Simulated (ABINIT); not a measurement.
# SrTlF3 (Pm-3m): zone-centre phonons, part 2 of 2

Which modes does SrTlF3 (Pm-3m) have at the zone centre?

ABINIT 10.8.3; DFT LDA, scalar-relativistic, plane waves, PseudoDojo norm-conserving pseudopotentials.

So far. Step 5 (Relaxation): The volume changes by +0.0 % in this run and stands -18.4 % from the first cell. Step 6 (Ground state): The cell stands at -1.9 GPa: the relaxation ran with a smoothed and higher cutoff and on another k mesh. The relaxed cell has a = 4.597 Å (conventional setting).

The structure was built from a prototype and need not be the compound's stable phase.

## Step 8: Linear response at Γ

The derivative of the wavefunctions by k comes first, since the response to a field is built on it; then the field and the displacements that symmetry doesn't supply are solved at q = 0.

It reads the wavefunctions written in step 6.

Contents of dfpt_gamma.abi:

```
ndtset 2

# common to the responses
getwfk_filepath "gso_WFK"
kptopt 2
nqpt 1
qpt 0.0 0.0 0.0
asr 0
chneut 0

# d/dk
rfelfd1 2
rfdir1 1 1 1
iscf1 -3
tolwfr1 1.0d-20

# displacements, field
rfphon2 1
rfatpol2 1 5
rfdir2 1 1 1
rfelfd2 3
getddk2 1
tolvrs2 1.0d-10
prtwf2 0

# basis, mesh and filling
ecut 34.0
ngkpt 4 4 4
nshiftk 1
shiftk 0.5 0.5 0.5
istwfk *1
occopt 1
nband 22
nstep 100
diemac 9.0
prtebands 0
prtgsr 0
useylm 1

# cell and atoms
acell 3*1.0 Angstrom
rprim 
    4.597095636 0.0 0.0
    0.0 4.597095636 0.0
    0.0 0.0 4.597095636
ntypat 3
znucl 81 38 9
natom 5
typat 1 2 3 3 3
xred 
    0.0 0.0 0.0
    0.5 0.5 0.5
    0.5 0.5 0.0
    0.5 0.0 0.5
    0.0 0.5 0.5
pp_dirpath "./pseudo"
pseudos "Tl.upf, Sr.upf, F.upf"
```

The run is started by

```console
$ OMP_NUM_THREADS=1 mpirun -n 4 abinit dfpt_gamma.abi > dfpt_gamma.log
```

Numbers of over 12 decimals in the logs are rounded to 6 here.

dfpt_gamma.abo, the main output file:

```text
[banners, grids, parts of the stress and lines that vanish by symmetry left out]
- input  file    -> dfpt_gamma.abi
- output file    -> dfpt_gamma.abo
- root for input  files -> dfpt_gammai
[...]
DATASET    1 : space group Pm -3 m (#221); Bravais cP (primitive cubic)
[...]
nfft =      110592          nkpt =          32
[...]
DATASET    2 : space group Pm -3 m (#221); Bravais cP (primitive cubic)
[...]
nfft =      110592          nkpt =          32
[...]
== DATASET  1 ==================================================================
[...]
cutoff_energies: {ecut:  34.0, pawecutdg:  -1.0, }
[...]
-  9.00000   7.00000  201202                  znucl, zion, pspdat
[...]
Perturbation : derivative vs k along direction   1
[...]
-ETOT  1  -32.163467244846     -3.216E+01 1.370E-01 0.000E+00
 ETOT  2  -32.279861283527     -1.164E-01 1.454E-03 0.000E+00
 ETOT  3  -32.283292495620     -3.431E-03 1.621E-04 0.000E+00
 ETOT  4  -32.283465144977     -1.726E-04 3.629E-06 0.000E+00
 ETOT  5  -32.283475507007     -1.036E-05 4.712E-07 0.000E+00
[...]
At SCF step   18   max residual=  9.96E-21 < tolwfr=  1.00E-20 =>converged.
[...]
Perturbation : derivative vs k along direction   2
[...]
-ETOT  1  -32.162154001379     -3.216E+01 1.370E-01 0.000E+00
[...]
At SCF step   18   max residual=  9.96E-21 < tolwfr=  1.00E-20 =>converged.
[...]
Perturbation : derivative vs k along direction   3
[...]
-ETOT  1  -32.163467257735     -3.216E+01 1.370E-01 0.000E+00
[...]
At SCF step   18   max residual=  9.96E-21 < tolwfr=  1.00E-20 =>converged.
[...]
1        1       0.6773478057    0.0000000000
     1        2       0.0000000000    0.0000000000
     1        3       0.0000000000    0.0000000000
     2        1       0.0000000000    0.0000000000
     2        2       0.6773478057    0.0000000000
     2        3       0.0000000000    0.0000000000
     3        1       0.0000000000    0.0000000000
     3        2       0.0000000000    0.0000000000
     3        3       0.6773478057    0.0000000000
[...]
== DATASET  2 ==================================================================
[...]
cutoff_energies: {ecut:  34.0, pawecutdg:  -1.0, }
[...]
Perturbation : displacement of atom   1   along direction   1
[...]
-ETOT  1   5.189050     -1.184E+04 2.057E+01 2.104E+02
[...]
At SCF step   11       vres2   =  4.47E-11 < tolvrs=  1.00E-10 =>converged.
[...]
Perturbation : displacement of atom   2   along direction   1
[...]
-ETOT  1   9.218556     -1.900E+03 1.119E+01 1.563E+03
[...]
At SCF step   12       vres2   =  2.53E-11 < tolvrs=  1.00E-10 =>converged.
[...]
Perturbation : displacement of atom   3   along direction   1
[...]
-ETOT  1   4.563566     -7.314E+03 6.100E+00 3.070E+03
[...]
At SCF step   13       vres2   =  2.63E-12 < tolvrs=  1.00E-10 =>converged.
[...]
Perturbation : displacement of atom   3   along direction   3
[...]
-ETOT  1   13.791790824236     -7.400E+03 1.080E+01 3.855E+03
[...]
At SCF step   12       vres2   =  1.40E-11 < tolvrs=  1.00E-10 =>converged.
[...]
Perturbation : homogeneous electric field along direction   1
[...]
-ETOT  1  -31.644697672231     -3.164E+01 6.660E-01 4.279E+04
[...]
ETOT 11  -50.484022587505     -3.229E-11 2.575E-12 5.285E-10
 ETOT 12  -50.484022587507     -2.352E-12 1.279E-13 5.066E-11
 At SCF step   12       vres2   =  5.07E-11 < tolvrs=  1.00E-10 =>converged.
[...]
Dielectric tensor, in cartesian coordinates,
[...]
1    7   1    7         2.8497867631        -0.0000000000
   1    7   2    7        -0.0000000000        -0.0000000000
   1    7   3    7        -0.0000000000        -0.0000000000
   2    7   1    7        -0.0000000000        -0.0000000000
   2    7   2    7         2.8497867631        -0.0000000000
   2    7   3    7        -0.0000000000        -0.0000000000
   3    7   1    7        -0.0000000000        -0.0000000000
   3    7   2    7        -0.0000000000        -0.0000000000
   3    7   3    7         2.8497867631        -0.0000000000
  Effective charges, in cartesian coordinates,
[...]
1    1   1    7         1.6493819438         0.0000000000
   2    1   1    7         0.0000000000         0.0000000000
   3    1   1    7         0.0000000000         0.0000000000
   1    2   1    7         2.5102471401         0.0000000000
   2    2   1    7         0.0000000000         0.0000000000
[...]
Effective charges, in cartesian coordinates,
[...]
2    7   1    5         0.0000000000         0.0000000000
   3    7   1    5         0.0000000000         0.0000000000
   1    7   2    5         0.0000000000         0.0000000000
   2    7   2    5        -1.2264923194         0.0000000000
   3    7   2    5         0.0000000000         0.0000000000
   1    7   3    5         0.0000000000         0.0000000000
   2    7   3    5         0.0000000000         0.0000000000
   3    7   3    5        -1.2264923194         0.0000000000
  Phonon wavevector (reduced coordinates) :  0.00000  0.00000  0.00000
 Phonon energies in Hartree :
[...]
Phonon frequencies in cm-1    :
- -1.038184E+02 -1.038184E+02 -1.038184E+02 -9.460578E+01 -9.460578E+01
- -9.460578E+01  2.132630E+00  2.132630E+00  2.132631E+00  8.623945E+01
-  8.623945E+01  8.623945E+01  4.207731E+02  4.207731E+02  4.207731E+02
  Phonon at Gamma, with non-analyticity in the
[...]
Phonon energies in Hartree :
[...]
Phonon frequencies in cm-1    :
- -1.038184E+02 -1.038184E+02 -9.460578E+01 -9.460578E+01 -9.460578E+01
-  2.128145E+00  2.132630E+00  2.132630E+00  5.311434E+01  8.623945E+01
-  8.623945E+01  1.500040E+02  4.207731E+02  4.207731E+02  4.675034E+02
  Phonon at Gamma, with non-analyticity in the
[...]
Phonon energies in Hartree :
[...]
Phonon frequencies in cm-1    :
- -1.038184E+02 -1.038184E+02 -9.460578E+01 -9.460578E+01 -9.460578E+01
-  2.128145E+00  2.132630E+00  2.132631E+00  5.311434E+01  8.623945E+01
-  8.623945E+01  1.500040E+02  4.207731E+02  4.207731E+02  4.675034E+02
  Phonon at Gamma, with non-analyticity in the
[...]
Phonon energies in Hartree :
[...]
Phonon frequencies in cm-1    :
- -1.038184E+02 -1.038184E+02 -9.460578E+01 -9.460578E+01 -9.460578E+01
-  2.128145E+00  2.132630E+00  2.132631E+00  5.311434E+01  8.623945E+01
-  8.623945E+01  1.500040E+02  4.207731E+02  4.207731E+02  4.675034E+02
[...]
fcart2     0.0000000000E+00  0.0000000000E+00  0.0000000000E+00
           strten2     0.0000000000E+00  0.0000000000E+00  0.0000000000E+00
================================================================================
```

It took 4 min on 4 MPI ranks of Arm Neoverse V1, shared host; 16 min of CPU time.

Read from the output:

```yaml
miss_of_the_charge_sum_rule: 0.01154 e
largest_acoustic_frequency_at_the_zone_centre_before_the_sum_rule: 2.13 cm⁻¹
highest_optical_zone_centre_mode_no_lo_to_term: 420.8 cm⁻¹
lowest_optical_zone_centre_mode: -103.8 cm⁻¹
mean_high_frequency_dielectric_constant: 2.850
largest_born_charge_in_size_third_of_the_trace: 2.510 e
```

Born charge (rows field, columns displacement), before the sum rule (e), principal values of the symmetric part by kind of site:

```
atom  atoms with these values    low  middle   high   mean
 Tl1                        1   1.65    1.65   1.65   1.65
 Sr2                        1   2.51    2.51   2.51   2.51
  F3                        3  -1.70   -1.23  -1.23  -1.38
```

In full for Sr2:

```
2.51 0.00 0.00
0.00 2.51 0.00
0.00 0.00 2.51
```

High-frequency dielectric tensor:

```
2.85 0.00 0.00
0.00 2.85 0.00
0.00 0.00 2.85
```

The acoustic modes at Γ come out as far as 2.1 cm⁻¹ from zero, where they should vanish, a small numerical error; the Born charges miss their sum rule by 0.012 e, which is good. The lowest optical mode is imaginary, 104i cm⁻¹, an instability at this level and on this k mesh.

## Step 9: Modes with the sum rule

anaddb reads the merged derivatives, imposes the acoustic sum rule and charge neutrality, and adds the LO-TO term along chosen directions.

Contents of anaddb.abi:

```
ddb_filepath "gamma_DDB"
output_file "anaddb.abo"
outdata_prefix "anaddb"
asr 1
chneut 1
enunit 2
eivec 1
nph1l 1
qph1l 0.0 0.0 0.0 1.0
dieflag 2
nph2l 3
qph2l 
    1.0 0.0 0.0 0.0
    0.0 0.0 1.0 0.0
    1.0 1.0 1.0 0.0
```

Contents of mrgddb.in:

```
gamma_DDB
merged
2
dfpt_gammao_DS2_DDB
gso_DDB
```

The run is started by

```console
$ mrgddb < mrgddb.in > mrgddb.log
$ OMP_NUM_THREADS=1 anaddb anaddb.abi > anaddb.log
```

anaddb.abo, the main output file:

```text
[banners, grids, parts of the stress and lines that vanish by symmetry left out]
-outvars_anaddb: echo values of input variables ----------------------

 Flags :
[...]
Dielectric Tensor and Effective Charges
[...]
Effective charge tensors after
[...]
Phonon wavevector (reduced coordinates) :  0.00000  0.00000  0.00000
 Phonon energies in Hartree :
[...]
Phonon energies in meV     :
- -1.288487E+01 -1.288487E+01 -1.288487E+01 -1.174775E+01 -1.174775E+01
- -1.174775E+01  0.000000E+00  0.000000E+00  0.000000E+00  1.068831E+01
-  1.068831E+01  1.068831E+01  5.216576E+01  5.216576E+01  5.216576E+01
 Phonon frequencies in cm-1    :
- -1.039235E+02 -1.039235E+02 -1.039235E+02 -9.475203E+01 -9.475203E+01
- -9.475203E+01  0.000000E+00  0.000000E+00  0.000000E+00  8.620700E+01
-  8.620700E+01  8.620700E+01  4.207452E+02  4.207452E+02  4.207452E+02
 Phonon frequencies in Thz     :
- -3.115548E+00 -3.115548E+00 -3.115548E+00 -2.840594E+00 -2.840594E+00
- -2.840594E+00  0.000000E+00  0.000000E+00  0.000000E+00  2.584421E+00
-  2.584421E+00  2.584421E+00  1.261362E+01  1.261362E+01  1.261362E+01
 Phonon energies in Kelvin  :
- -1.495227E+02 -1.495227E+02 -1.495227E+02 -1.363270E+02 -1.363270E+02
- -1.363270E+02  0.000000E+00  0.000000E+00  0.000000E+00  1.240326E+02
-  1.240326E+02  1.240326E+02  6.053585E+02  6.053585E+02  6.053585E+02
[...]
-  1  0.00000000E+00  0.00000000E+00  7.42739304E-04
-     0.00000000E+00  0.00000000E+00  0.00000000E+00
-  2  0.00000000E+00  0.00000000E+00 -1.87785277E-04
-     0.00000000E+00  0.00000000E+00  0.00000000E+00
-  3  0.00000000E+00  0.00000000E+00 -3.98352487E-04
-     0.00000000E+00  0.00000000E+00  0.00000000E+00
-  4  0.00000000E+00  0.00000000E+00 -3.36296027E-03
-     0.00000000E+00  0.00000000E+00  0.00000000E+00
-  5  0.00000000E+00  0.00000000E+00 -3.36296027E-03
-     0.00000000E+00  0.00000000E+00  0.00000000E+00
[...]
-  1  0.00000000E+00 -7.42739304E-04  0.00000000E+00
-     0.00000000E+00  0.00000000E+00  0.00000000E+00
-  2  0.00000000E+00  1.87785277E-04  0.00000000E+00
-     0.00000000E+00  0.00000000E+00  0.00000000E+00
-  3  0.00000000E+00  3.36296027E-03  0.00000000E+00
-     0.00000000E+00  0.00000000E+00  0.00000000E+00
-  4  0.00000000E+00  3.98352487E-04  0.00000000E+00
-     0.00000000E+00  0.00000000E+00  0.00000000E+00
-  5  0.00000000E+00  3.36296027E-03  0.00000000E+00
-     0.00000000E+00  0.00000000E+00  0.00000000E+00
[...]
-  1  7.42739304E-04  0.00000000E+00  0.00000000E+00
-     0.00000000E+00  0.00000000E+00  0.00000000E+00
-  2 -1.87785277E-04  0.00000000E+00  0.00000000E+00
-     0.00000000E+00  0.00000000E+00  0.00000000E+00
-  3 -3.36296027E-03  0.00000000E+00  0.00000000E+00
-     0.00000000E+00  0.00000000E+00  0.00000000E+00
-  4 -3.36296027E-03  0.00000000E+00  0.00000000E+00
-     0.00000000E+00  0.00000000E+00  0.00000000E+00
[...]
Phonon at Gamma, with non-analyticity in the
[...]
Phonon energies in Hartree :
[...]
Phonon energies in meV     :
- -1.288487E+01 -1.288487E+01 -1.174775E+01 -1.174775E+01 -1.174775E+01
-  0.000000E+00  0.000000E+00  0.000000E+00  6.601325E+00  1.068831E+01
[...]
Phonon frequencies in cm-1    :
[...]
Phonon frequencies in Thz     :
[...]
Phonon energies in Kelvin  :
[...]
-  0.000000E+00  0.000000E+00  0.000000E+00  7.660520E+01  1.240326E+02
-  1.240326E+02  2.159355E+02  6.053585E+02  6.053585E+02  6.727268E+02
[...]
-  5  0.00000000E+00  0.00000000E+00 -3.79967456E-03
-     0.00000000E+00  0.00000000E+00  0.00000000E+00
[...]
-  1  0.00000000E+00  0.00000000E+00  0.00000000E+00
-     0.00000000E+00  0.00000000E+00  0.00000000E+00
-  2  0.00000000E+00  0.00000000E+00  0.00000000E+00
-     0.00000000E+00  0.00000000E+00  0.00000000E+00
-  3  0.00000000E+00  3.79967456E-03  0.00000000E+00
-     0.00000000E+00  0.00000000E+00  0.00000000E+00
-  4  0.00000000E+00  0.00000000E+00  0.00000000E+00
-     0.00000000E+00  0.00000000E+00  0.00000000E+00
-  5  0.00000000E+00 -3.79967456E-03  0.00000000E+00
-     0.00000000E+00  0.00000000E+00  0.00000000E+00
[...]
Phonon at Gamma, with non-analyticity in the
[...]
Phonon energies in Hartree :
[...]
Phonon energies in meV     :
- -1.288487E+01 -1.288487E+01 -1.174775E+01 -1.174775E+01 -1.174775E+01
-  0.000000E+00  0.000000E+00  0.000000E+00  6.601325E+00  1.068831E+01
-  1.068831E+01  1.860788E+01  5.216576E+01  5.216576E+01  5.797111E+01
 Phonon frequencies in cm-1    :
- -1.039235E+02 -1.039235E+02 -9.475203E+01 -9.475203E+01 -9.475203E+01
[...]
Phonon frequencies in Thz     :
[...]
Phonon energies in Kelvin  :
[...]
Phonon at Gamma, with non-analyticity in the
[...]
Phonon energies in Hartree :
[...]
Phonon energies in meV     :
[...]
Phonon frequencies in cm-1    :
[...]
Phonon frequencies in Thz     :
[...]
Phonon energies in Kelvin  :
[...]
-  0.000000E+00  0.000000E+00  0.000000E+00  7.660520E+01  1.240326E+02
-  1.240326E+02  2.159355E+02  6.053585E+02  6.053585E+02  6.727268E+02
[...]
-  4  1.42327221E-04  2.55512069E-03 -5.09964333E-05
-     0.00000000E+00  0.00000000E+00  0.00000000E+00
-  5 -3.98182515E-03 -9.13307873E-05 -5.09964333E-05
-     0.00000000E+00  0.00000000E+00  0.00000000E+00
[...]
;  5 -2.77648524E-03 -2.72657839E-04 -2.72657839E-04
;     0.00000000E+00  0.00000000E+00  0.00000000E+00
-
```

The job ended after 0.51 s (1 thread).

Numbers from this step:

- lowest optical zone-centre mode: -103.9 cm⁻¹
- highest mode moved by the LO-TO term: 467.6 cm⁻¹

No LO-TO term; unit eigenvectors of the mass-weighted matrix, from anaddb's displacements. Modes at Γ, with each element's share of the kinetic energy (negative means imaginary):

```
mode  frequency (cm⁻¹)  symmetry  Tl %  Sr %  F %
   1            -103.9       T1u    21     1   79
   2            -103.9       T1u    21     1   79
   3            -103.9       T1u    21     1   79
   4             -94.8       T2u     0     0  100
   5             -94.8       T2u     0     0  100
   6             -94.8       T2u     0     0  100
   7               0.0  acoustic    59    25   16
   8               0.0  acoustic    59    25   16
   9               0.0  acoustic    59    25   16
  10              86.2       T1u    21    59   20
  11              86.2       T1u    21    59   20
  12              86.2       T1u    21    59   20
  13             420.7       T1u     0    15   85
  14             420.7       T1u     0    15   85
  15             420.7       T1u     0    15   85
```

Displacements in mode 1 (-103.9 cm⁻¹), the largest set to 1:
```
Tl1  0.00  0.00  0.22
Sr2  0.00  0.00 -0.06
F3   0.00  0.00 -0.12
F4   0.00  0.00 -1.00
F5   0.00  0.00 -1.00
```

Displacements in mode 10 (86.2 cm⁻¹), the largest set to 1:
```
Tl1  0.00  0.00 -0.39
Sr2  0.00  0.00  1.00
F3   0.00  0.00  0.86
F4   0.00  0.00 -0.64
F5   0.00  0.00 -0.64
```

With imaginary modes the relaxed-ion tensors have no meaning and are not tabulated.

The rule moves no optical mode by more than 0.2 cm⁻¹.

## Step 10: Summary of results

```yaml
space_group_after_relaxation: Pm-3m
volume_per_atom: 19.4 Å³
highest_optical_zone_centre_mode_no_lo_to_term: 420.8 cm⁻¹
lowest_optical_zone_centre_mode: -103.9 cm⁻¹
highest_mode_moved_by_the_lo_to_term: 467.6 cm⁻¹
mean_high_frequency_dielectric_constant: 2.85
largest_born_charge_in_size_third_of_the_trace: 2.51 e
imaginary_optical_modes_at_the_zone_centre_no_q_mesh_in_this_session: yes
```

**Reading.** At the LDA level the optical modes of SrTlF3 (Pm-3m) at the zone centre (no LO-TO term) run from 104i to 421 cm⁻¹, so the structure is a saddle point, with 6 modes beyond 10i cm⁻¹ there. The base run prints -1.9 GPa, mostly the error of a finite basis; the relaxation, with a smoothed and higher cutoff, had brought the cell to rest. An error of this size shows a cutoff that is short for these files. Along the directions run, the highest mode that the macroscopic field moves lies at 468 cm⁻¹. These are harmonic frequencies at zero temperature: anharmonic shifts and linewidths and thermal expansion are left out. Spin-orbit coupling is left out, which can matter for the heavy elements here. The structure is a hypothetical one, built on a prototype.

[Host names and launcher messages were left out of these logs when they were recorded.]

[Logs are printed without paths, hosts, clocks, repeated set-up lines and the standing remarks that a program may print on its own settings, such as how far it seeks lower states.]

[Hosts, paths, dates, database ids (printed as entryN), source tags and the programs' standing remarks are cut or masked in the printed files.]
